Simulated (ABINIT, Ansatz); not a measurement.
# HfSi3 (Pm-3m): zone-centre phonons

Aim: the zone-centre modes of HfSi3 (Pm-3m).

Main program and level: ABINIT 10.8.3; DFT LDA, scalar-relativistic, plane waves, PseudoDojo norm-conserving pseudopotentials.

The structure was built from a prototype and need not be the compound's stable phase.

### Step 1. The structure

The structure is cubic, space group Pm-3m (No. 221). The conventional cell has a = 3.900 Å, b = 3.900 Å, c = 3.900 Å, α = 90.00°, β = 90.00°, γ = 90.00°. Nearest to Hf lie 12 Si at 2.76 Å. Nearest to Si lie 8 Si at 2.76 Å and 4 Hf at 2.76 Å. Farther neighbours are not listed.

### Step 2. Relaxation

The harmonic expansion needs vanishing forces, and a free crystal bears no stress, so cell and atoms are brought to rest. Stress is more sensitive to the basis than forces are: the last 3 Ha under the cutoff are smoothed with ecutsm, and the cutoff is raised above that of the later runs.

The starting cell comes from a relaxation made beforehand in Ansatz (LDA, PseudoDojo NC).

relax.abi

```
# relaxation
ionmov 2
optcell 2
dilatmx 1.08
ntime 40
tolmxf 1.0d-05
tolvrs 1.0d-14
prtwf 0
prtden 0
chksymtnons 0

# basis, mesh and filling
ecut 32.0
ecutsm 3.0
ngkpt 8 8 8
nshiftk 1
shiftk 0.0 0.0 0.0
istwfk *1
occopt 6
tsmear 0.01
nband 19
nstep 100
diemac 1000000.0
prtebands 0
prtgsr 0
useylm 1

# cell and atoms
acell 3*1.0 Angstrom
rprim 
    3.899837676 0.0 0.0
    0.0 3.899837676 0.0
    0.0 0.0 3.899837676
ntypat 2
znucl 72 14
natom 4
typat 1 2 2 2
xred 
    0.0 0.0 0.0
    0.0 0.5 0.5
    0.5 0.0 0.5
    0.5 0.5 0.0
pp_dirpath "./pseudo"
pseudos "Hf.upf, Si.upf"
```

Command:

```
OMP_NUM_THREADS=1 mpirun -n 4 abinit relax.abi > relax.log
```

Numbers of over 12 decimals in the logs are rounded to 6 here.

relax.abo, the main output file:

```text
[banners, grids, parts of the stress and lines that vanish by symmetry left out]
- input  file    -> relax.abi
- output file    -> relax.abo
- root for input  files -> relaxi
[...]
Symmetries : space group Pm -3 m (#221); Bravais cP (primitive cubic)
[...]
mpw =        4388          nfft =       91125          nkpt =          35
[...]
== DATASET  1 ==================================================================
[...]
cutoff_energies: {ecut:  32.0, pawecutdg:  -1.0, }
[...]
ETOT  1  -69.226096327567    -6.923E+01 4.283E-02 3.758E+01
 ETOT  2  -69.254038233054    -2.794E-02 1.308E-02 2.693E+01
 ETOT  3  -69.257117501044    -3.079E-03 4.094E-03 3.032E-01
 ETOT  4  -69.257151318513    -3.382E-05 2.800E-03 1.599E-03
 ETOT  5  -69.257151542133    -2.236E-07 1.566E-03 5.299E-06
[...]
At SCF step   10       vres2   =  1.03E-15 < tolvrs=  1.00E-14 =>converged.
[...]
sigma(1 1)=  1.61735349E-07  sigma(3 2)=  0.00000000E+00
  sigma(2 2)=  1.61735349E-07  sigma(3 1)=  0.00000000E+00
  sigma(3 3)=  1.61735349E-07  sigma(2 1)=  0.00000000E+00
[...]
convergence: {deltae: -6.381E-12, res2:  1.029E-15, residm:  4.310E-04, diffor: null, }
etotal    :  -6.92571515E+01
[...]
ETOT  1  -69.257151534602    -6.926E+01 3.200E-04 8.036E-05
[...]
ETOT  5  -69.257151543634     1.208E-12 9.207E-05 8.633E-13
 ETOT  6  -69.257151543639    -5.741E-12 7.883E-05 7.028E-15
 At SCF step    6       vres2   =  7.03E-15 < tolvrs=  1.00E-14 =>converged.
[...]
sigma(1 1)=  9.83041134E-08  sigma(3 2)=  0.00000000E+00
  sigma(2 2)=  9.83041134E-08  sigma(3 1)=  0.00000000E+00
  sigma(3 3)=  9.83041134E-08  sigma(2 1)=  0.00000000E+00
[...]
convergence: {deltae: -5.741E-12, res2:  7.028E-15, residm:  7.883E-05, diffor: null, }
etotal    :  -6.92571515E+01
[...]
At Broyd/MD step   2, gradients are converged :
[...]
sigma(1 1)=  9.83041134E-08  sigma(3 2)=  0.00000000E+00
  sigma(2 2)=  9.83041134E-08  sigma(3 1)=  0.00000000E+00
  sigma(3 3)=  9.83041134E-08  sigma(2 1)=  0.00000000E+00
[...]
- sigma(1 1)=  2.89220687E-03  sigma(3 2)=  0.00000000E+00
- sigma(2 2)=  2.89220687E-03  sigma(3 1)=  0.00000000E+00
- sigma(3 3)=  2.89220687E-03  sigma(2 1)=  0.00000000E+00
[...]
fcart     -0.0000000000E+00 -0.0000000000E+00 -0.0000000000E+00
           strten      9.8304113351E-08  9.8304113356E-08  9.8304113357E-08
================================================================================

[key lines of the parts left out:]
pressure_GPa:  -2.8922E-03
Total energy (etotal) [Ha]= -6.92571515436394E+01
```

Elapsed: 52 s, on 4 MPI ranks of Arm Neoverse V1, shared host; 3.5 min of CPU time.

Little changed from the start: no atom moved by 0.005 Å and no cell edge by 0.1 %.

Numbers from this step:

* volume per atom: 14.83 Å³
* pressure: -0.002892 GPa
* gap on the k-mesh: 0 eV

### Step 3. Ground state

First-order wavefunctions inherit every error of the ground state, hence the very tight tolvrs. Occupations are smeared.

gs.abi

```
# ground state
tolvrs 1.0d-16
prtden 1
prtwf 1

# basis, mesh and filling
ecut 25.0
ngkpt 8 8 8
nshiftk 1
shiftk 0.0 0.0 0.0
istwfk *1
occopt 6
tsmear 0.01
nband 19
nstep 100
diemac 1000000.0
prtebands 0
prtgsr 0
useylm 1

# cell and atoms
acell 3*1.0 Angstrom
rprim 
    3.899818756 0.0 0.0
    0.0 3.899818756 0.0
    0.0 0.0 3.899818756
ntypat 2
znucl 72 14
natom 4
typat 1 2 2 2
xred 
    0.0 0.0 0.0
    0.0 0.5 0.5
    0.5 0.0 0.5
    0.5 0.5 0.0
pp_dirpath "./pseudo"
pseudos "Hf.upf, Si.upf"
```

Command:

```
OMP_NUM_THREADS=1 mpirun -n 4 abinit gs.abi > gs.log
```

gs.abo, the main output file:

```text
[banners, grids, parts of the stress and lines that vanish by symmetry left out]
- input  file    -> gs.abi
- output file    -> gs.abo
- root for input  files -> gsi
[...]
Symmetries : space group Pm -3 m (#221); Bravais cP (primitive cubic)
[...]
mpw =        2440          nfft =       46656          nkpt =          35
[...]
== DATASET  1 ==================================================================
[...]
cutoff_energies: {ecut:  25.0, pawecutdg:  -1.0, }
[...]
ETOT  1  -69.226432069579    -6.923E+01 4.822E-02 2.076E+01
 ETOT  2  -69.253125062097    -2.669E-02 1.018E-02 1.697E+01
 ETOT  3  -69.256935852815    -3.811E-03 3.297E-03 8.227E-02
 ETOT  4  -69.256954306475    -1.845E-05 3.870E-03 8.706E-04
 ETOT  5  -69.256954540595    -2.341E-07 2.127E-03 9.832E-06
[...]
ETOT 10  -69.256954542977    -4.405E-13 2.281E-04 2.315E-16
 ETOT 11  -69.256954542974     2.217E-12 1.715E-04 4.414E-18
 At SCF step   11       vres2   =  4.41E-18 < tolvrs=  1.00E-16 =>converged.
[...]
sigma(1 1)=  6.62307086E-06  sigma(3 2)=  0.00000000E+00
  sigma(2 2)=  6.62307086E-06  sigma(3 1)=  0.00000000E+00
  sigma(3 3)=  6.62307086E-06  sigma(2 1)=  0.00000000E+00
[...]
convergence: {deltae:  2.217E-12, res2:  4.414E-18, residm:  1.715E-04, diffor: null, }
etotal    :  -6.92569545E+01
[...]
sigma(1 1)=  6.62307086E-06  sigma(3 2)=  0.00000000E+00
  sigma(2 2)=  6.62307086E-06  sigma(3 1)=  0.00000000E+00
  sigma(3 3)=  6.62307086E-06  sigma(2 1)=  0.00000000E+00
[...]
- sigma(1 1)=  1.94857472E-01  sigma(3 2)=  0.00000000E+00
- sigma(2 2)=  1.94857472E-01  sigma(3 1)=  0.00000000E+00
- sigma(3 3)=  1.94857472E-01  sigma(2 1)=  0.00000000E+00
[...]
fcart     -0.0000000000E+00 -0.0000000000E+00 -0.0000000000E+00
           strten      6.6230708644E-06  6.6230708644E-06  6.6230708644E-06
================================================================================

[key lines of the parts left out:]
pressure_GPa:  -1.9486E-01
```

The job ended after 18 s (4 MPI ranks).

Read from the output:

```
pressure : -0.1949 GPa
```

The cell stands at -0.19 GPa: the relaxation ran with a smoothed and higher cutoff, and the difference is a stress of the finite basis.

### Step 4. Linear response at Γ

At q = 0 one unit cell holds all displacements. The response is solved for single atoms along the cell's directions, and symmetry skips those that follow from others. The crystal is treated as a metal, which screens a static field, so no field response is asked.

dfpt_gamma.abi

```

# common to the responses
getwfk_filepath "gso_WFK"
kptopt 2
nqpt 1
qpt 0.0 0.0 0.0
asr 0
chneut 0

# displacements
rfphon 1
rfatpol 1 4
rfdir 1 1 1
tolvrs 1.0d-10
prtwf 0

# basis, mesh and filling
ecut 25.0
ngkpt 8 8 8
nshiftk 1
shiftk 0.0 0.0 0.0
istwfk *1
occopt 6
tsmear 0.01
nband 19
nstep 100
diemac 1000000.0
prtebands 0
prtgsr 0
useylm 1

# cell and atoms
acell 3*1.0 Angstrom
rprim 
    3.899818756 0.0 0.0
    0.0 3.899818756 0.0
    0.0 0.0 3.899818756
ntypat 2
znucl 72 14
natom 4
typat 1 2 2 2
xred 
    0.0 0.0 0.0
    0.0 0.5 0.5
    0.5 0.0 0.5
    0.5 0.5 0.0
pp_dirpath "./pseudo"
pseudos "Hf.upf, Si.upf"
```

Command:

```
OMP_NUM_THREADS=1 mpirun -n 4 abinit dfpt_gamma.abi > dfpt_gamma.log
```

dfpt_gamma.abo, the main output file:

```text
[banners, grids, parts of the stress and lines that vanish by symmetry left out]
- input  file    -> dfpt_gamma.abi
- output file    -> dfpt_gamma.abo
- root for input  files -> dfpt_gammai
- root for output files -> dfpt_gammao

 Symmetries : space group Pm -3 m (#221); Bravais cP (primitive cubic)
================================================================================
 Values of the parameters that define the memory need of the present run (RF).
     intxc =       0      iscf =       7    lmnmax =      32     lnmax =       8
     mgfft =      36  mpssoang =       4    mqgrid =    3001     natom =       4
  nloc_mem =       1    nspden =       1   nspinor =       1    nsppol =       1
      nsym =      48    n1xccc =    2501    ntypat =       2    occopt =       6
   xclevel =       1
-    mband =          19        mffmem =           1         mkmem =          65
-   mkqmem =          65        mk1mem =          65           mpw =        2440
      nfft =       46656          nkpt =         260
- my_mband =          19
================================================================================
================================================================================

--------------------------------------------------------------------------------
------------- Echo of variables that govern the present computation ------------
--------------------------------------------------------------------------------
-
- outvars: echo of selected default values
-   iomode0 =  0 , fftalg0 =312 , wfoptalg0 =  0
-
- outvars: echo of global parameters not present in the input file
-  max_nthreads =    1
-
 -outvars: echo values of preprocessed input variables
 [... echo left out ...]
================================================================================

 chkinp: Checking input parameters for consistency.

[...]
== DATASET  1 ==================================================================
-   mpi_nproc: 4, omp_nthreads: 1 (-1 if OMP is not activated)

--- !DatasetInfo
iteration_state: {dtset: 1, }
dimensions: {natom: 4, nkpt: 260, mband: 19, nsppol: 1, nspinor: 1, nspden: 1, mpw: 2440, }
cutoff_energies: {ecut:  25.0, pawecutdg:  -1.0, }
electrons: {nelect:   2.40000000E+01, charge:   0.00000000E+00, occopt:   6.00000000E+00, tsmear:   1.00000000E-02, }
meta: {optdriver: 1, rfphon: 1, }
...

 mkfilename: getwfk from: gso_WFK

 Real(R)+Recip(G) space primitive vectors, cartesian coordinates (Bohr,Bohr^-1):
 R(1)=  7.3695894  0.0000000  0.0000000  G(1)=  0.1356928  0.0000000  0.0000000
 R(2)=  0.0000000  7.3695894  0.0000000  G(2)=  0.0000000  0.1356928  0.0000000
 R(3)=  0.0000000  0.0000000  7.3695894  G(3)=  0.0000000  0.0000000  0.1356928
 Unit cell volume ucvol=  4.0024865E+02 bohr^3
 Angles (23,13,12)=  9.00000000E+01  9.00000000E+01  9.00000000E+01 degrees
 setup1 : take into account q-point for computing boxcut.

 getcut: wavevector=  0.0000  0.0000  0.0000  ngfft=  36  36  36
         ecut(hartree)=     25.000   => boxcut(ratio)=   2.17032

--- Pseudopotential description ------------------------------------------------
- pspini: atom type   1  psp file is ./pseudo/Hf.upf

- pspini: atom type   2  psp file is ./pseudo/Si.upf

   1.00676443E+03                                ecore*ucvol(ha*bohr**3)
--------------------------------------------------------------------------------

 ==>  initialize data related to q vector <==

 The list of irreducible perturbations for this q vector is:
    1)    idir= 1    ipert=   1
    2)    idir= 1    ipert=   2
    3)    idir= 2    ipert=   2

[...]
The perturbation idir=   2  ipert=   1 is
 symmetric of a previously calculated perturbation.
 So, its SCF calculation is not needed.

 The perturbation idir=   3  ipert=   1 is
 symmetric of a previously calculated perturbation.
 So, its SCF calculation is not needed.

 The perturbation idir=   3  ipert=   2 is
 symmetric of a previously calculated perturbation.
 So, its SCF calculation is not needed.

 The perturbation idir=   1  ipert=   3 is
 symmetric of a previously calculated perturbation.
 So, its SCF calculation is not needed.

[...]
The perturbation idir=   2  ipert=   4 is
 symmetric of a previously calculated perturbation.
 So, its SCF calculation is not needed.

 The perturbation idir=   3  ipert=   4 is
 symmetric of a previously calculated perturbation.
 So, its SCF calculation is not needed.

--------------------------------------------------------------------------------
 Perturbation wavevector (in red.coord.)   0.000000  0.000000  0.000000
 Perturbation : displacement of atom   1   along direction   1
 Found     8 symmetries that leave the perturbation invariant.

[...]
dfpt_looppert : total number of electrons, from k and k+q
  fully or partially occupied states are    2.400000E+01 and    2.400000E+01.
 Initialisation of the first-order wave-functions :
  ireadwf=   0

--- !BeginCycle
iteration_state: {dtset: 1, }
solver: {iscf: 7, nstep: 100, nline: 4, wfoptalg: 0, }
tolerances: {tolvrs: 1.00E-10, }
...

     iter   2DEtotal(Ha)        deltaE(Ha) residm    vres2
-ETOT  1   7.725319     -1.982E+03 5.914E+00 6.624E+03
 ETOT  2   4.120533     -3.605E+00 7.954E-01 2.794E+02
 ETOT  3   4.009334     -1.112E-01 5.881E-02 1.239E+00
 ETOT  4   4.008765     -5.691E-04 2.069E-02 2.714E-02
 ETOT  5   4.008741     -2.416E-05 3.776E-03 4.733E-05
[...]
At SCF step    9       vres2   =  3.57E-12 < tolvrs=  1.00E-10 =>converged.
[...]
Mean square residual over all n,k,spin=   20.282E-09; max=  25.146E-06

 Thirteen components of 2nd-order total energy (hartree) are
 1,2,3: 0th-order hamiltonian combined with 1st-order wavefunctions
     kin0=   1.35544620E+03 eigvalue=   2.27026966E+02  local=  -8.98001122E+02
 4,5,6: 1st-order hamiltonian combined with 1st and 0th-order wfs
 loc psp =  -2.77157511E+03  Hartree=   7.04748186E+02     xc=  -1.16749107E+02
 note that "loc psp" includes a xc core correction that could be resolved
 7,8,9: eventually, occupation + non-local contributions
    edocc=   2.47010096E+02     enl0=   4.66038069E+02   enl1=  -1.19946346E+03
 1-9 gives the relaxation energy (to be shifted if some occ is /=2.0)
   erelax=  -1.98551928E+03
 10,11,12 Non-relaxation  contributions : frozen-wavefunctions and Ewald
 fr.local=   1.24445179E+03 fr.nonlo=   6.02643547E+02  Ewald=   8.18479508E+01
 13,14 Frozen wf xc core corrections (1) and (2)
 frxc 1  =  -2.39489173E+02  frxc 2 =   3.00073906E+02
 Resulting in :
 2DEtotal=    0.4008741210E+01 Ha. Also 2DEtotal=    0.109083405436E+03 eV
    (2DErelax=   -1.9855192822E+03 Ha. 2DEnonrelax=    1.9895280234E+03 Ha)
    (  non-var. 2DEtotal :    4.0087412197E+00 Ha)

[...]
Perturbation wavevector (in red.coord.)   0.000000  0.000000  0.000000
 Perturbation : displacement of atom   2   along direction   1
 Found     8 symmetries that leave the perturbation invariant.

[...]
dfpt_looppert : total number of electrons, from k and k+q
  fully or partially occupied states are    2.400000E+01 and    2.400000E+01.
 Initialisation of the first-order wave-functions :
  ireadwf=   0

--- !BeginCycle
iteration_state: {dtset: 1, }
solver: {iscf: 7, nstep: 100, nline: 4, wfoptalg: 0, }
tolerances: {tolvrs: 1.00E-10, }
...

     iter   2DEtotal(Ha)        deltaE(Ha) residm    vres2
-ETOT  1  0.271676     -8.371E+01 1.002E+00 1.064E+03
[...]
At SCF step    9       vres2   =  3.16E-12 < tolvrs=  1.00E-10 =>converged.
[...]
Mean square residual over all n,k,spin=   94.105E-11; max=  99.688E-08

 Thirteen components of 2nd-order total energy (hartree) are
 1,2,3: 0th-order hamiltonian combined with 1st-order wavefunctions
     kin0=   7.22505883E+01 eigvalue=  -7.67257379E+00  local=  -3.68978449E+01
 4,5,6: 1st-order hamiltonian combined with 1st and 0th-order wfs
 loc psp =  -4.81679430E+01  Hartree=   1.95970798E+01     xc=  -6.11286031E+00
 note that "loc psp" includes a xc core correction that could be resolved
 7,8,9: eventually, occupation + non-local contributions
    edocc=   7.00478848E+00     enl0=   3.59721788E+01   enl1=  -1.20114770E+02
 1-9 gives the relaxation energy (to be shifted if some occ is /=2.0)
   erelax=  -8.41413567E+01
 10,11,12 Non-relaxation  contributions : frozen-wavefunctions and Ewald
 fr.local=   1.86036572E+01 fr.nonlo=   5.90199145E+01  Ewald=   7.83433248E+00
 13,14 Frozen wf xc core corrections (1) and (2)
 frxc 1  =  -7.48942811E+00  frxc 2 =   6.00972003E+00
 Resulting in :
 2DEtotal=   -0.1631606196E+00 Ha. Also 2DEtotal=   -0.443982663875E+01 eV
    (2DErelax=   -8.4141356673E+01 Ha. 2DEnonrelax=    8.3978196054E+01 Ha)
    (  non-var. 2DEtotal :   -1.6316047896E-01 Ha)

[...]
Perturbation wavevector (in red.coord.)   0.000000  0.000000  0.000000
 Perturbation : displacement of atom   2   along direction   2
 Found     4 symmetries that leave the perturbation invariant.

--------------------------------------------------------------------------------

--------------------------------------------------------------------------------

 dfpt_looppert : total number of electrons, from k and k+q
  fully or partially occupied states are    2.400000E+01 and    2.400000E+01.
 Initialisation of the first-order wave-functions :
  ireadwf=   0

--- !BeginCycle
iteration_state: {dtset: 1, }
solver: {iscf: 7, nstep: 100, nline: 4, wfoptalg: 0, }
tolerances: {tolvrs: 1.00E-10, }
...

     iter   2DEtotal(Ha)        deltaE(Ha) residm    vres2
-ETOT  1   4.786664     -9.132E+01 8.903E-01 3.043E+03
[...]
ETOT  8   3.597497     -3.779E-10 2.773E-06 7.899E-10
 ETOT  9   3.597497     -4.547E-13 3.309E-07 9.971E-12

 At SCF step    9       vres2   =  9.97E-12 < tolvrs=  1.00E-10 =>converged.
[...]
Mean square residual over all n,k,spin=   48.756E-11; max=  33.089E-08

 Thirteen components of 2nd-order total energy (hartree) are
 1,2,3: 0th-order hamiltonian combined with 1st-order wavefunctions
     kin0=   7.79051040E+01 eigvalue=  -7.99570972E+00  local=  -4.21034807E+01
 4,5,6: 1st-order hamiltonian combined with 1st and 0th-order wfs
 loc psp =  -4.66389603E+01  Hartree=   2.18297850E+01     xc=  -6.60694629E+00
 note that "loc psp" includes a xc core correction that could be resolved
 7,8,9: eventually, occupation + non-local contributions
    edocc=   7.41805498E+00     enl0=   4.20579685E+01   enl1=  -1.38370592E+02
 1-9 gives the relaxation energy (to be shifted if some occ is /=2.0)
   erelax=  -9.25047762E+01
 10,11,12 Non-relaxation  contributions : frozen-wavefunctions and Ewald
 fr.local=  -4.20884645E+01 fr.nonlo=   7.60684543E+01  Ewald=   6.42894594E+01
 13,14 Frozen wf xc core corrections (1) and (2)
 frxc 1  =  -7.33288483E+00  frxc 2 =   5.16570837E+00
 Resulting in :
 2DEtotal=    0.3597496513E+01 Ha. Also 2DEtotal=    0.978928671216E+02 eV
    (2DErelax=   -9.2504776157E+01 Ha. 2DEnonrelax=    9.6102272670E+01 Ha)
    (  non-var. 2DEtotal :    3.5974967329E+00 Ha)

[...]
---- first-order wavefunction calculations are completed ----

 ==> Compute Derivative Database <==

 [... matrices left out ...]
  Phonon wavevector (reduced coordinates) :  0.00000  0.00000  0.00000
 Phonon energies in Hartree :
  -3.941469E-04 -3.941469E-04 -3.941469E-04  7.818343E-06  7.818343E-06
   7.818344E-06  1.189781E-03  1.189781E-03  1.189781E-03  1.222912E-03
   1.222912E-03  1.222912E-03
 Phonon frequencies in cm-1    :
- -8.650525E+01 -8.650525E+01 -8.650525E+01  1.715928E+00  1.715928E+00
-  1.715928E+00  2.611267E+02  2.611267E+02  2.611267E+02  2.683982E+02
-  2.683982E+02  2.683982E+02

== END DATASET(S) ==============================================================
================================================================================

 -outvars: echo values of variables after computation
            acell      1.8897261259E+00  1.8897261259E+00  1.8897261259E+00 Bohr
           etotal      3.5974965126E+00
            fcart      0.0000000000E+00  0.0000000000E+00  0.0000000000E+00
           strten      0.0000000000E+00  0.0000000000E+00  0.0000000000E+00
================================================================================
```

Elapsed: 1.8 min, on 4 MPI ranks.

Read from the output:

```yaml
largest_acoustic_frequency_at_the_zone_centre_before_the_sum_rule: 1.72 cm⁻¹
highest_optical_zone_centre_mode_no_lo_to_term: 268.4 cm⁻¹
lowest_optical_zone_centre_mode: -86.51 cm⁻¹
```

The acoustic modes at Γ come out as far as 1.7 cm⁻¹ from zero, where they should vanish, a small numerical error. The lowest optical mode is imaginary, 87i cm⁻¹, an instability at this level and on this k mesh.

(Continued in part 2 of 2.)

[Host names and launcher messages were left out of these logs when they were recorded.]

[Logs are printed without paths, hosts, clocks, repeated set-up lines and the standing remarks that a program may print on its own settings, such as how far it seeks lower states.]

[Hosts, paths, dates, database ids (printed as entryN), source tags and the programs' standing remarks are cut or masked in the printed files.]
